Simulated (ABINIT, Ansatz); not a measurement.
**K2H6Pt (Fm-3m): G0W0 on several meshes in ABINIT**

Aim: the GW shift of K2H6Pt (Fm-3m) against the k mesh.

Calculated with ABINIT 10.8.3; LDA and many-body steps on it, plane waves.

Most raw output is cut from this account.

### 1. Starting point

Symmetry: Fm-3m, No. 225, cubic system. Conventional cell: a = 8.120 Å, b = 8.120 Å, c = 8.120 Å, α = 90.00°, β = 90.00°, γ = 90.00°. Nearest to K lie 12 H at 2.90 Å. Nearest to H lie 1 Pt at 1.64 Å and 4 H at 2.32 Å and 4 K at 2.90 Å. Pt has 6 H at 1.64 Å nearest. Farther neighbours are not listed.

The cell and positions are those that the Materials Project relaxed with its own functionals (PBE, PBE+U or r2SCAN), kept fixed. Spin-orbit coupling is left out unless a step names it.

### 2. Empty states on the mesh, 2×2×2 mesh, 260 bands

This step: ABINIT 10.8.3; DFT, LDA, plane waves, norm-conserving pseudopotentials.

The sums over transitions need many empty states on a uniform mesh; this step solves for them.

run.abi

```
acell 3*1.0 Angstrom
rprim 
  0.000000000000 4.060020550000 4.060020550000
  4.060020550000 0.000000000000 4.060020550000
  4.060020550000 4.060020550000 0.000000000000
ntypat 3
znucl 19 1 78
natom 9
typat 1 1 2 2 2 2 2 2 3
xred 
  0.750000000000 0.750000000000 0.750000000000
  0.250000000000 0.250000000000 0.250000000000
  0.797862200000 0.797862200000 0.202137800000
  0.202137800000 0.797862200000 0.202137800000
  0.797862200000 0.202137800000 0.202137800000
  0.202137800000 0.202137800000 0.797862200000
  0.797862200000 0.202137800000 0.797862200000
  0.202137800000 0.797862200000 0.797862200000
  0.000000000000 0.000000000000 0.000000000000
pp_dirpath "pseudos"
pseudos "K.upf, H.upf, Pt.upf"
ecut 34
ngkpt 2 2 2
nshiftk 1
shiftk 0 0 0
kptopt 1
chksymbreak 0
iscf -2
irdden 1
istwfk *1
nband 260
nbdbuf 22
tolwfr 1e-09
nstep 60
prtvol 0
indata_prefix "in"
outdata_prefix "out"
tmpdata_prefix "tmp"
```

Started as:

```sh
$ OMP_NUM_THREADS=1 mpirun -n 4 abinit run.abi > log
```

The job ended after 2.8 min (4 MPI ranks of Arm Neoverse V1, shared host; peak memory 0.45 GiB; 11 min of CPU time).

This step gave:

```yaml
gap: 3.719 eV
k_of_the_valence_top: 0.5, 0, 0
k_of_the_conduction_bottom: 0.5, 0.5, 0
least_direct_gap: 3.838 eV
k_points_computed: 3
lowest_point_of_the_top_converged_band_above_the_valence_top: 74.7282 eV
```

On this mesh the gap is 3.719 eV.

The density comes from a self-consistent run that is not shown.

### 3. Screening, 2×2×2 mesh, 109 bands, screening to 114.3 eV

The RPA dielectric matrix is built and inverted for each q.

This step: RPA screening on LDA, plane waves, norm-conserving pseudopotentials.

run.abi, as its differences from that of step 2:

```diff
@@ -27,10 +27,11 @@
 chksymbreak 0
-iscf -2
-irdden 1
 istwfk *1
-nband 260
-nbdbuf 22
-tolwfr 1e-09
-nstep 60
-prtvol 0
+occopt 1
+irdwfk 1
+optdriver 3
+nband 109
+ecuteps 4.2
+inclvkb 2
+awtr 1
+symchi 1
 indata_prefix "in"
```

It took 19 s on 4 MPI ranks; peak memory 1.5 GiB.

Numbers from this step:

```yaml
eps_infinity_with_local_fields_on_this_mesh_along_the_program_s_q_direction: 3.002
the_same_without_local_fields: 3.868
plasma_frequency: 20.80 eV
plane_waves_in_the_screening_matrix: 339
```

Local fields lower ε∞ by 22 %. On a Γ-centred mesh this coarse the value itself is usually too large, while a short band sum pulls it down.

### 4. 2×2×2

The self-energy is evaluated for the states that the input lists, and the levels follow from it, in one-shot runs by the linearised quasiparticle equation.

This step: G0W0 on LDA, plane waves, norm-conserving pseudopotentials.

run.abi, as its differences from that of step 3:

```diff
@@ -30,8 +30,19 @@
 irdwfk 1
-optdriver 3
+optdriver 4
 nband 109
+gwcalctyp 0
+ecutsigx 34
+symsigma 1
+nkptgw 3
+kptgw 
+  0.5000000000 0.0000000000 0.0000000000
+  0.5000000000 0.5000000000 0.0000000000
+  0.0000000000 0.0000000000 0.0000000000
+bdgw 
+  20 23
+  20 23
+  19 24
 ecuteps 4.2
-inclvkb 2
-awtr 1
-symchi 1
+irdscr 1
+ppmodel 1
 indata_prefix "in"
```

Elapsed: 14 s, on 4 MPI ranks; peak memory 1 GiB.

This step gave:

- G0W0 gap on the points computed: 6.066 eV
- starting gap on the mesh: 3.719 eV
- k of the valence top: 0.5, 0, 0
- k of the conduction bottom: 0.5, 0.5, 0
- Z at the valence top: 0.822
- Z at the conduction bottom: 0.851
- least direct G0W0 gap on the computed points: 6.234 eV

The gap on the mesh goes from 3.72 eV to 6.07 eV, a correction of +2.35 eV.

### 5. Empty states on the mesh, 4×4×4 mesh, 119 bands

This step: DFT, LDA, plane waves, norm-conserving pseudopotentials.

run.abi, as its differences from that of step 4:

```diff
@@ -22,3 +22,3 @@
 ecut 34
-ngkpt 2 2 2
+ngkpt 4 4 4
 nshiftk 1
@@ -27,22 +27,10 @@
 chksymbreak 0
+iscf -2
+irdden 1
 istwfk *1
-occopt 1
-irdwfk 1
-optdriver 4
-nband 109
-gwcalctyp 0
-ecutsigx 34
-symsigma 1
-nkptgw 3
-kptgw 
-  0.5000000000 0.0000000000 0.0000000000
-  0.5000000000 0.5000000000 0.0000000000
-  0.0000000000 0.0000000000 0.0000000000
-bdgw 
-  20 23
-  20 23
-  19 24
-ecuteps 4.2
-irdscr 1
-ppmodel 1
+nband 119
+nbdbuf 10
+tolwfr 1e-09
+nstep 60
+prtvol 0
 indata_prefix "in"
```

The job ended after 98 s (4 MPI ranks; peak memory 0.49 GiB; 6.5 min of CPU time).

Numbers from this step:

```yaml
gap: 3.719 eV
k_of_the_valence_top: 0.5, 0, 0
k_of_the_conduction_bottom: 0.5, 0.5, 0
least_direct_gap: 3.838 eV
k_points_computed: 8
lowest_point_of_the_top_converged_band_above_the_valence_top: 40.00 eV
```

On this mesh the gap is 3.719 eV.

### 6. Screening, 4×4×4 mesh, 109 bands, screening to 114.3 eV

This step: RPA screening on LDA, plane waves, norm-conserving pseudopotentials.

run.abi, as its differences from that of step 5:

```diff
@@ -27,10 +27,11 @@
 chksymbreak 0
-iscf -2
-irdden 1
 istwfk *1
-nband 119
-nbdbuf 10
-tolwfr 1e-09
-nstep 60
-prtvol 0
+occopt 1
+irdwfk 1
+optdriver 3
+nband 109
+ecuteps 4.2
+inclvkb 2
+awtr 1
+symchi 1
 indata_prefix "in"
```

Run time: 2.3 min. Hardware: 4 MPI ranks; peak memory 2.5 GiB.

Numbers from this step:

| Property | Result |
| --- | --- |
| ε∞ with local fields, on this mesh, along the program's q direction | 2.731 |
| the same without local fields | 3.547 |
| plasma frequency | 20.80 eV |
| plane waves in the screening matrix | 339 |

### 7. 4×4×4

This step: G0W0 on LDA, plane waves, norm-conserving pseudopotentials.

run.abi, as its differences from that of step 6:

```diff
@@ -30,8 +30,19 @@
 irdwfk 1
-optdriver 3
+optdriver 4
 nband 109
+gwcalctyp 0
+ecutsigx 34
+symsigma 1
+nkptgw 3
+kptgw 
+  0.5000000000 0.0000000000 0.0000000000
+  0.5000000000 0.5000000000 0.0000000000
+  0.0000000000 0.0000000000 0.0000000000
+bdgw 
+  20 23
+  20 23
+  19 24
 ecuteps 4.2
-inclvkb 2
-awtr 1
-symchi 1
+irdscr 1
+ppmodel 1
 indata_prefix "in"
```

Run time: 33 s. Hardware: 4 MPI ranks; peak memory 1.9 GiB.

This step gave:

- G0W0 gap on the points computed: 6.194 eV
- starting gap on the mesh: 3.719 eV
- k of the valence top: 0.5, 0, 0
- k of the conduction bottom: 0.5, 0.5, 0
- Z at the valence top: 0.819
- Z at the conduction bottom: 0.848
- least direct G0W0 gap on the computed points: 6.37 eV

Against G0W0 in ABINIT (2×2×2 mesh, 109 bands, screening to 114.3 eV, Godby-Needs plasmon pole), the gap moves by +0.128 eV.

### 8. Side by side

Times are wall times on 4 MPI ranks of Arm Neoverse V1, shared host, good to a factor of about two. A run's time includes the screening step that it read.

```
  run   mesh  bands  screening cutoff (eV)  DFT gap (eV)  gap on the mesh (eV)  direct (eV)  ε∞ used     time
2×2×2  2×2×2    109                  114.3         3.719                 6.066        6.234     3.00     34 s
4×4×4  4×4×4    109                  114.3         3.719                 6.194        6.370     2.73  2.9 min
```

### 9. What came out

| Property | Result |
| --- | --- |
| 2×2×2 | 6.066 eV |
| 4×4×4 | 6.194 eV |
| known limits | not at the basis limit; no spin polarisation; d states lean on the start; no spin-orbit coupling; coarse k mesh |

4×4×4: +0.128 eV against 2×2×2. Bands and cutoff are finite, so the gap is not at the basis limit. The miss can reach some tenths of an eV and take either sign; the mesh is an error of its own. The 2×2×2 mesh is coarse for this cell, which bears on the long-range parts of exchange and screening. The runs have no spin polarisation. For a closed low-spin shell that is the natural state; where a d or f shell is open it is a constraint, and the gap is then not the crystal's own. With d states at the gap, one-shot GW leans hard on its start. The many-body steps are scalar-relativistic: spin-orbit coupling is not in them.

[Paths, hosts, dates, memory and timing lines, banners, echoed tables and standing remarks are left out of the program output.]

[Logs are printed without paths, hosts, clocks, repeated set-up lines and the standing remarks that a program may print on its own settings, such as how far it seeks lower states.]

[Runs of the session that timed out or met a known fault of the program may be left out.]

[Hosts, paths, dates, database ids (printed as entryN), source tags and the programs' standing remarks are cut or masked in the printed files.]

[G0W0 gaps are taken among the corrected bands and points alone; a level outside them can change the order at an edge.]

[Where Ansatz stands beside ABINIT at settings called matched, ABINIT's density can come from a denser mesh and the files from another edition; pairs whose starting gaps differed by over 0.03 eV were left out, so agreement reads better than it is.]
